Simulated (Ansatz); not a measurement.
# F on Pt(100): change of the work function, part 2 of 4

How does F on the hollow site change the work function of Pt(100) as the layer fills?

Ansatz 0.2.0; plane-wave DFT, PBE, Ansatz PAW.

So far, work function, upper face (eV): step 2 (the clean slab) 5.66.

### 3. Adsorbate added, k-mesh 4×4×1, coverage 0.111 ML

System of this step: Pt36F (F/Pt(100)). The cell holds 37 atoms: 36 Pt and 1 F. Its edges and angles: a = 8.316 Å, b = 8.316 Å, c = 24.538 Å, α = 90.0°, β = 90.0°, γ = 90.0°. Vacuum lies along c.

The clean slab as it ended is repeated in the plane and the adsorbate is set on one face; the cell's size fixes the coverage, and the k-mesh shrinks with it to keep the sampling density about even. Adsorbate and upper layers relax, since the dipole depends on the height.

The input, input.yaml:

```yaml
crystal:
  lattice:
    - [8.3155757469, 0.0, 0.0]
    - [0.0, 8.3155757469, 0.0]
    - [0.0, 0.0, 24.5384938827]
  atoms:
    - { symbol: Pt, position: [0.1666666667, 0.1666666667, 0.3667706764] }
    - { symbol: Pt, position: [0.0, 0.0, 0.4466451793] }
    - { symbol: Pt, position: [0.1666666667, 0.1666666667, 0.5283559097] }
    - { symbol: Pt, position: [0.0, 0.0, 0.6087779451] }
    - { symbol: Pt, position: [0.1666666667, 0.5, 0.3667706764] }
    - { symbol: Pt, position: [0.0, 0.3333333333, 0.4466451793] }
    - { symbol: Pt, position: [0.1666666667, 0.5, 0.5283559097] }
    - { symbol: Pt, position: [0.0, 0.3333333333, 0.6087779451] }
    - { symbol: Pt, position: [0.1666666667, 0.8333333333, 0.3667706764] }
    - { symbol: Pt, position: [0.0, 0.6666666667, 0.4466451793] }
    - { symbol: Pt, position: [0.1666666667, 0.8333333333, 0.5283559097] }
    - { symbol: Pt, position: [0.0, 0.6666666667, 0.6087779451] }
    - { symbol: Pt, position: [0.5, 0.1666666667, 0.3667706764] }
    - { symbol: Pt, position: [0.3333333333, 0.0, 0.4466451793] }
    - { symbol: Pt, position: [0.5, 0.1666666667, 0.5283559097] }
    - { symbol: Pt, position: [0.3333333333, 0.0, 0.6087779451] }
    - { symbol: Pt, position: [0.5, 0.5, 0.3667706764] }
    - { symbol: Pt, position: [0.3333333333, 0.3333333333, 0.4466451793] }
    - { symbol: Pt, position: [0.5, 0.5, 0.5283559097] }
    - { symbol: Pt, position: [0.3333333333, 0.3333333333, 0.6087779451] }
    - { symbol: Pt, position: [0.5, 0.8333333333, 0.3667706764] }
    - { symbol: Pt, position: [0.3333333333, 0.6666666667, 0.4466451793] }
    - { symbol: Pt, position: [0.5, 0.8333333333, 0.5283559097] }
    - { symbol: Pt, position: [0.3333333333, 0.6666666667, 0.6087779451] }
    - { symbol: Pt, position: [0.8333333333, 0.1666666667, 0.3667706764] }
    - { symbol: Pt, position: [0.6666666667, 0.0, 0.4466451793] }
    - { symbol: Pt, position: [0.8333333333, 0.1666666667, 0.5283559097] }
    - { symbol: Pt, position: [0.6666666667, 0.0, 0.6087779451] }
    - { symbol: Pt, position: [0.8333333333, 0.5, 0.3667706764] }
    - { symbol: Pt, position: [0.6666666667, 0.3333333333, 0.4466451793] }
    - { symbol: Pt, position: [0.8333333333, 0.5, 0.5283559097] }
    - { symbol: Pt, position: [0.6666666667, 0.3333333333, 0.6087779451] }
    - { symbol: Pt, position: [0.8333333333, 0.8333333333, 0.3667706764] }
    - { symbol: Pt, position: [0.6666666667, 0.6666666667, 0.4466451793] }
    - { symbol: Pt, position: [0.8333333333, 0.8333333333, 0.5283559097] }
    - { symbol: Pt, position: [0.6666666667, 0.6666666667, 0.6087779451] }
    - { symbol: F, position: [0.1666666667, 0.1666666667, 0.6332293236] }
kpoints:
  mp_grid: { grid: [4, 4, 1] }
hamiltonian:
  xc: pbe
scf:
  occupations: { method: fermi_dirac, width: 0.1 }
  convergence: { dr2_threshold: 1.0e-08 }
efield:
  axis: 3
  dipole_correction: true
  ramp_position: 0.97
  ramp_width: 0.06
relax:
  f_tol: 0.02
  max_steps: 60
  constraints:
    - { sites: [0, 1, 4, 5, 8, 9, 12, 13, 16, 17, 20, 21, 24, 25, 28, 29, 32, 33] }
output:
  write_potential: true
  write_density: true
  volumetric_format: npy
```

Run with:

```sh
$ ansatz run input.yaml --threads 4 --pin off --max-ram 16384MiB --backend cpu --events-out ev --progress --plain --runs-dir out
```

Numbers of over 12 decimals in the logs are rounded to 6 here.

What it wrote:

```text
[...]
Crystal: 37 atoms, lattice volume = 1696.807 Å³
Basis set: ecut = 420 eV, 33107 PW (Γ), exchange–correlation on 120×120×360 points (8 copies of the dense FFT grid, shifted against one another)
Bands: 393, of which v1, the nominal top of the filled ones, is band 328 counted from 1 (327 counted from 0)
Symmetry: 8 space group operations
[...]
k-points: 6 of 16
[...]
SCF iter   1: F=—  HF=-451618.656974 eV  |F-HF|=—  |Δ(HF+E_count)|=         —  Δρ=8.94e-3  dr2=1.51e1  ethr=1.77e-3  p=-0.008 e·Å  D=-8.09e-4 V/Å  ΔV_dip=0.02 eV  dr2_dipole=4.30e0  V_vac-E_F(+/−)=5.15/5.13 eV  ⟨swp⟩=7.0  Hψ=9918  notcnv=0  defer=124
[...]
SCF iter  13: F=-451618.326901 eV  HF=-451618.326901 eV  |F-HF|=2.94e-8  |Δ(HF+E_count)|=   6.61e-8  Δρ=3.02e-7  dr2=3.45e-9  ethr=1.53e-12  p=0.072 e·Å  D=7.65e-3 V/Å  ΔV_dip=-0.19 eV  dr2_dipole=4.94e-11  V_vac-E_F(+/−)=5.47/5.66 eV  ⟨swp⟩=9.0  Hψ=14783  notcnv=0
SCF 1 converged in 13 iterations: F = -451618.326901 eV  dr2 = 3.45e-9
[...]
relax step   1: F+E_penalty+E_count = -451618.32690141 eV  Δ(F+E_penalty+E_count) = +0.000e0 eV  max|allowed force component| = 5.950e0 eV/Å  Δτ_max = 0.0000 Å  (13 SCF iters, accepted)
[...]
SCF iter  13: F=-451620.185474 eV  HF=-451620.185474 eV  |F-HF|=1.16e-8  |Δ(HF+E_count)|=   4.97e-8  Δρ=2.33e-7  dr2=3.04e-9  ethr=1.11e-12  p=0.034 e·Å  D=3.68e-3 V/Å  ΔV_dip=-0.09 eV  dr2_dipole=1.10e-10  V_vac-E_F(+/−)=5.57/5.66 eV  ⟨swp⟩=8.0  Hψ=13721  notcnv=0
SCF 2 converged in 13 iterations: F = -451620.185474 eV  dr2 = 3.04e-9
[...]
relax step   2: F+E_penalty+E_count = -451620.18547389 eV  Δ(F+E_penalty+E_count) = -1.859e0 eV  max|allowed force component| = 3.155e0 eV/Å  Δτ_max = 0.1947 Å  (13 SCF iters, accepted)
SCF iter   1: F=—  HF=-451620.850948 eV  |F-HF|=—  |Δ(HF+E_count)|=         —  Δρ=4.51e-3  dr2=2.78e-1  ethr=9.88e-4  p=0.034 e·Å  D=3.68e-3 V/Å  ΔV_dip=-0.09 eV  dr2_dipole=8.60e-3  V_vac-E_F(+/−)=5.57/5.66 eV  ⟨swp⟩=4.2  Hψ=4663  notcnv=0  defer=190
[...]
SCF iter  12: F=-451620.800645 eV  HF=-451620.800645 eV  |F-HF|=2.19e-8  |Δ(HF+E_count)|=   4.16e-8  Δρ=3.05e-7  dr2=3.92e-9  ethr=1.53e-12  p=-0.006 e·Å  D=-5.99e-4 V/Å  ΔV_dip=0.01 eV  dr2_dipole=1.15e-11  V_vac-E_F(+/−)=5.67/5.66 eV  ⟨swp⟩=9.0  Hψ=14158  notcnv=0
SCF 3 converged in 12 iterations: F = -451620.800645 eV  dr2 = 3.92e-9
relax step   3: F+E_penalty+E_count = -451620.80064548 eV  Δ(F+E_penalty+E_count) = -6.152e-1 eV  max|allowed force component| = 1.771e0 eV/Å  Δτ_max = 0.1949 Å  (12 SCF iters, accepted)
[...]
relax step   4: F+E_penalty+E_count = -451621.07419646 eV  Δ(F+E_penalty+E_count) = -2.736e-1 eV  max|allowed force component| = 8.171e-1 eV/Å  Δτ_max = 0.1949 Å  (12 SCF iters, accepted)
[...]
relax step   5: F+E_penalty+E_count = -451621.18164526 eV  Δ(F+E_penalty+E_count) = -1.074e-1 eV  max|allowed force component| = 1.775e-1 eV/Å  Δτ_max = 0.1956 Å  (11 SCF iters, accepted)
SCF iter   1: F=—  HF=-451621.195008 eV  |F-HF|=—  |Δ(HF+E_count)|=         —  Δρ=1.35e-3  dr2=6.06e-2  ethr=7.40e-5  p=-0.093 e·Å  D=-9.89e-3 V/Å  ΔV_dip=0.24 eV  dr2_dipole=1.23e-2  V_vac-E_F(+/−)=5.90/5.66 eV  ⟨swp⟩=2.8  Hψ=4536  notcnv=0  defer=191
[...]
SCF iter  10: F=-451621.189704 eV  HF=-451621.189704 eV  |F-HF|=3.77e-8  |Δ(HF+E_count)|=   8.74e-8  Δρ=5.09e-7  dr2=7.29e-9  ethr=1.53e-12  p=-0.107 e·Å  D=-1.14e-2 V/Å  ΔV_dip=0.28 eV  dr2_dipole=9.07e-11  V_vac-E_F(+/−)=5.94/5.66 eV  ⟨swp⟩=7.3  Hψ=15851  notcnv=0
SCF 6 converged in 10 iterations: F = -451621.189704 eV  dr2 = 7.29e-9
relax step   6: F+E_penalty+E_count = -451621.18970384 eV  Δ(F+E_penalty+E_count) = -8.059e-3 eV  max|allowed force component| = 1.919e-2 eV/Å  Δτ_max = 0.0654 Å  (10 SCF iters, accepted)
NSCF: frozen V_eff on 6 k-points
[...]
SCF converged after 10 iterations
Free energy (F): -451621.189704 eV
[...]
Internal energy: -451619.110065 eV  (E = F + TS)
E sigma→0 (E₀):  -451620.149884 eV
Entropy (-TS):   -2.079639 eV (-56.206 meV/atom)
Fermi energy:    3.558311 eV
Dipole field:    D = -0.011441 V/Å  (p = -0.107285 e·Å, saw-weighted, corrected)
Work function:   Φ+ = 5.9400 eV   Φ− = 5.6593 eV
[...]
--- Forces (eV/Å), atoms counted from 1 ---
  atom   1  Pt     0.00000000     0.00000000    -0.11564148
  atom   2  Pt     0.02425613     0.02425613     0.05564549
  atom   3  Pt     0.00000000     0.00000000    -0.01480426
  atom   4  Pt    -0.00474655    -0.00474655     0.00257393
  atom   5  Pt     0.00000000    -0.02136854    -0.07847752
  atom   6  Pt     0.02425613    -0.02425613     0.05564549
  atom   7  Pt     0.00000000    -0.00419608     0.00026527
  atom   8  Pt    -0.00474655     0.00474655     0.00257393
  atom   9  Pt     0.00000000     0.02136854    -0.07847752
  atom  10  Pt    -0.03380577     0.00000000     0.04415163
  atom  11  Pt     0.00000000     0.00419608     0.00026527
  atom  12  Pt    -0.00360803     0.00000000    -0.00456820
  atom  13  Pt    -0.02136854     0.00000000    -0.07847752
  atom  14  Pt    -0.02425613     0.02425613     0.05564549
  atom  15  Pt    -0.00419608     0.00000000     0.00026527
  atom  16  Pt     0.00474655    -0.00474655     0.00257393
  atom  17  Pt    -0.00476261    -0.00476261    -0.10145530
  atom  18  Pt    -0.02425613    -0.02425613     0.05564549
  atom  19  Pt    -0.00129254    -0.00129254    -0.00425920
  atom  20  Pt     0.00474655     0.00474655     0.00257393
  atom  21  Pt    -0.00476261     0.00476261    -0.10145530
  atom  22  Pt     0.03380577     0.00000000     0.04415163
  atom  23  Pt    -0.00129254     0.00129254    -0.00425920
  atom  24  Pt     0.00360803     0.00000000    -0.00456820
  atom  25  Pt     0.02136854     0.00000000    -0.07847752
  atom  26  Pt     0.00000000    -0.03380577     0.04415163
  atom  27  Pt     0.00419608     0.00000000     0.00026527
  atom  28  Pt     0.00000000    -0.00360803    -0.00456820
  atom  29  Pt     0.00476261    -0.00476261    -0.10145530
  atom  30  Pt     0.00000000     0.03380577     0.04415163
  atom  31  Pt     0.00129254    -0.00129254    -0.00425920
  atom  32  Pt     0.00000000     0.00360803    -0.00456820
  atom  33  Pt     0.00476261     0.00476261    -0.10145530
  atom  34  Pt     0.00000000     0.00000000     0.45512532
  atom  35  Pt     0.00129254     0.00129254    -0.00425920
  atom  36  Pt    -0.00000000     0.00000000     0.00065571
  atom  37  F     -0.00000000     0.00000000     0.01918884
  max |Σ_I F_I| component: 2.85e-5 eV/Å
--- Band table (eV; the first three rows and the last of 6) ---
  k-point 0: bands = [... 324 lower, 3.3572, 3.3883, 3.3883, 3.4740, 3.4875, 3.4938, 3.4938, 3.5305, ... 61 higher]
  k-point 1: bands = [... 324 lower, 3.4736, 3.4800, 3.5134, 3.5356, 3.5691, 3.5705, 3.5845, 3.5920, ... 61 higher]
  k-point 2: bands = [... 324 lower, 3.4647, 3.4818, 3.5285, 3.5316, 3.5465, 3.5567, 3.5954, 3.5992, ... 61 higher]
  k-point 5: bands = [... 324 lower, 3.5821, 3.5897, 3.5897, 3.5954, 3.7125, 3.7403, 3.7677, 3.7677, ... 61 higher]
--- Relaxed structure (6 steps of the walk, 6 accepted, 0 SCFs on fresh bases) ---
  F+E_penalty+E_count = -451621.18970384 eV   max|allowed force component| = 1.919e-2 eV/Å
  atoms:
    - { symbol: Pt, position: [0.166667, 0.166667, 0.366771] }
    - { symbol: Pt, position: [1.6666659794015238e-11, 1.6666659794015238e-11, 0.4466451793] }
    - { symbol: Pt, position: [0.166667, 0.166667, 0.529111] }
    - { symbol: Pt, position: [-0.00632269, -0.00632269, 0.608362] }
    - { symbol: Pt, position: [0.166667, 0.500000, 0.366771] }
    - { symbol: Pt, position: [1.6666659794015238e-11, 0.333333, 0.4466451793] }
    - { symbol: Pt, position: [0.166667, 0.500275, 0.527865] }
    - { symbol: Pt, position: [-0.00632269, 0.339656, 0.608362] }
    - { symbol: Pt, position: [0.166667, 0.833333, 0.366771] }
    - { symbol: Pt, position: [1.6666659794015238e-11, 0.666667, 0.4466451793] }
    - { symbol: Pt, position: [0.166667, 0.833058, 0.527865] }
    - { symbol: Pt, position: [0.00107348, 0.666667, 0.609191] }
    - { symbol: Pt, position: [0.500000, 0.166667, 0.366771] }
    - { symbol: Pt, position: [0.333333, 1.6666659794015238e-11, 0.4466451793] }
    - { symbol: Pt, position: [0.500275, 0.166667, 0.527865] }
    - { symbol: Pt, position: [0.339656, -0.00632269, 0.608362] }
    - { symbol: Pt, position: [0.500000, 0.500000, 0.366771] }
    - { symbol: Pt, position: [0.333333, 0.333333, 0.4466451793] }
    - { symbol: Pt, position: [0.499772, 0.499772, 0.528674] }
    - { symbol: Pt, position: [0.339656, 0.339656, 0.608362] }
    - { symbol: Pt, position: [0.500000, 0.833333, 0.366771] }
    - { symbol: Pt, position: [0.333333, 0.666667, 0.4466451793] }
    - { symbol: Pt, position: [0.499772, 0.833561, 0.528674] }
    - { symbol: Pt, position: [0.332260, 0.666667, 0.609191] }
    - { symbol: Pt, position: [0.833333, 0.166667, 0.366771] }
    - { symbol: Pt, position: [0.666667, 1.6666659794015238e-11, 0.4466451793] }
    - { symbol: Pt, position: [0.833058, 0.166667, 0.527865] }
    - { symbol: Pt, position: [0.666667, 0.00107348, 0.609191] }
    - { symbol: Pt, position: [0.833333, 0.500000, 0.366771] }
    - { symbol: Pt, position: [0.666667, 0.333333, 0.4466451793] }
    - { symbol: Pt, position: [0.833561, 0.499772, 0.528674] }
    - { symbol: Pt, position: [0.666667, 0.332260, 0.609191] }
    - { symbol: Pt, position: [0.833333, 0.833333, 0.366771] }
    - { symbol: Pt, position: [0.666667, 0.666667, 0.4466451793] }
    - { symbol: Pt, position: [0.833561, 0.833561, 0.528674] }
    - { symbol: Pt, position: [0.666667, 0.666667, 0.609099] }
    - { symbol: F, position: [0.166667, 0.166667, 0.667688] }
```

Wall time 19 min (4 threads of Arm Neoverse V1, shared host); peak memory 11 GiB; 73 min of CPU time.

This run has no spin polarisation although its electron count is odd.

The steps of the relaxation:

```tsv
step	energy less that of the first step (eV)	largest force component (eV/Å)
1	0.0000	5.9496
2	-1.8586	3.1547
3	-2.4737	1.7710
4	-2.7473	0.8171
5	-2.8547	0.1775
6	-2.8628	0.0192
```

The run keeps the 8 symmetry operations that it works with, so distortions that break them were not tested.

The atoms that moved most (Å):

```tsv
atom	dx	dy	dz	length
F37	0.000	0.000	0.846	0.846
Pt20	0.053	0.053	-0.010	0.075
Pt16	0.053	-0.053	-0.010	0.075
Pt8	-0.053	0.053	-0.010	0.075
Pt4	-0.053	-0.053	-0.010	0.075
Pt3	0.000	0.000	0.019	0.019
Pt32	0.000	-0.009	0.010	0.014
Pt24	-0.009	0.000	0.010	0.014
```

Final coordinates:

```xyz
37
Lattice="8.3156 0.0000 0.0000 0.0000 8.3156 0.0000 0.0000 0.0000 24.5385" Properties=species:S:1:pos:R:3
Pt    1.3859    1.3859    9.0000
Pt    0.0000    0.0000   10.9600
Pt    1.3859    1.3859   12.9836
Pt   -0.0526   -0.0526   14.9283
Pt    1.3859    4.1578    9.0000
Pt    0.0000    2.7719   10.9600
Pt    1.3859    4.1601   12.9530
Pt   -0.0526    2.8244   14.9283
Pt    1.3859    6.9296    9.0000
Pt    0.0000    5.5437   10.9600
Pt    1.3859    6.9274   12.9530
Pt    0.0089    5.5437   14.9486
Pt    4.1578    1.3859    9.0000
Pt    2.7719    0.0000   10.9600
Pt    4.1601    1.3859   12.9530
Pt    2.8244   -0.0526   14.9283
Pt    4.1578    4.1578    9.0000
Pt    2.7719    2.7719   10.9600
Pt    4.1559    4.1559   12.9729
Pt    2.8244    2.8244   14.9283
Pt    4.1578    6.9296    9.0000
Pt    2.7719    5.5437   10.9600
Pt    4.1559    6.9315   12.9729
Pt    2.7629    5.5437   14.9486
Pt    6.9296    1.3859    9.0000
Pt    5.5437    0.0000   10.9600
Pt    6.9274    1.3859   12.9530
Pt    5.5437    0.0089   14.9486
Pt    6.9296    4.1578    9.0000
Pt    5.5437    2.7719   10.9600
Pt    6.9315    4.1559   12.9729
Pt    5.5437    2.7629   14.9486
Pt    6.9296    6.9296    9.0000
Pt    5.5437    5.5437   10.9600
Pt    6.9315    6.9315   12.9729
Pt    5.5437    5.5437   14.9464
F     1.3859    1.3859   16.3841
```

This step gave:

| Quantity | Value |
| --- | --- |
| energy at zero smearing | -451620.1499 eV |
| work function, upper face | 5.940 eV |
| work function, lower face | 5.659 eV |
| dipole along the normal | -0.1073 e·Å |
| step between the vacuum levels | 0.2807 eV |

Running mean over 1.96 Å of the planar mean; the ramp of the sawtooth is left out. Table of electron's electrostatic potential energy less the Fermi level by z:

```tsv
z (Å)	electron's electrostatic potential energy less the Fermi level (eV)
3.0	5.66
3.5	5.66
4.0	5.66
4.5	5.66
5.0	5.66
5.5	5.65
6.0	5.62
6.5	5.49
7.0	4.96
7.5	2.62
8.0	-3.02
8.5	-8.76
9.0	-11.3
9.5	-11.8
10.0	-12.0
10.5	-12.1
11.0	-12.1
11.5	-11.9
12.0	-11.7
12.5	-11.9
13.0	-12.1
13.5	-12.0
14.0	-11.8
14.5	-11.7
15.0	-11.2
15.5	-8.49
16.0	-2.63
16.5	2.77
17.0	4.89
17.5	5.60
18.0	5.88
18.5	5.93
19.0	5.94
19.5	5.94
20.0	5.94
20.5	5.94
21.0	5.94
21.5	5.94
```

The relaxation took 6 steps and lowered the energy by 2.9 eV; the largest force on the free atoms ends at 0.019 eV/Å.

The covered face has 5.94 eV, +0.28 eV against the clean one; the bare back face has moved by +0.01 eV, a measure of how thin the slab is.

[end of part 2 of 4]

[Logs are printed without paths, hosts, clocks, repeated set-up lines and the standing remarks that a program may print on its own settings, such as how far it seeks lower states.]

[Hosts, paths, dates, database ids (printed as entryN), source tags and the programs' standing remarks are cut or masked in the printed files.]

[Maps of the electrostatic potential energy from Ansatz leave out the sawtooth potential of an applied field or a dipole correction, so their vacuum need not be flat; planar profiles and work functions include it.]
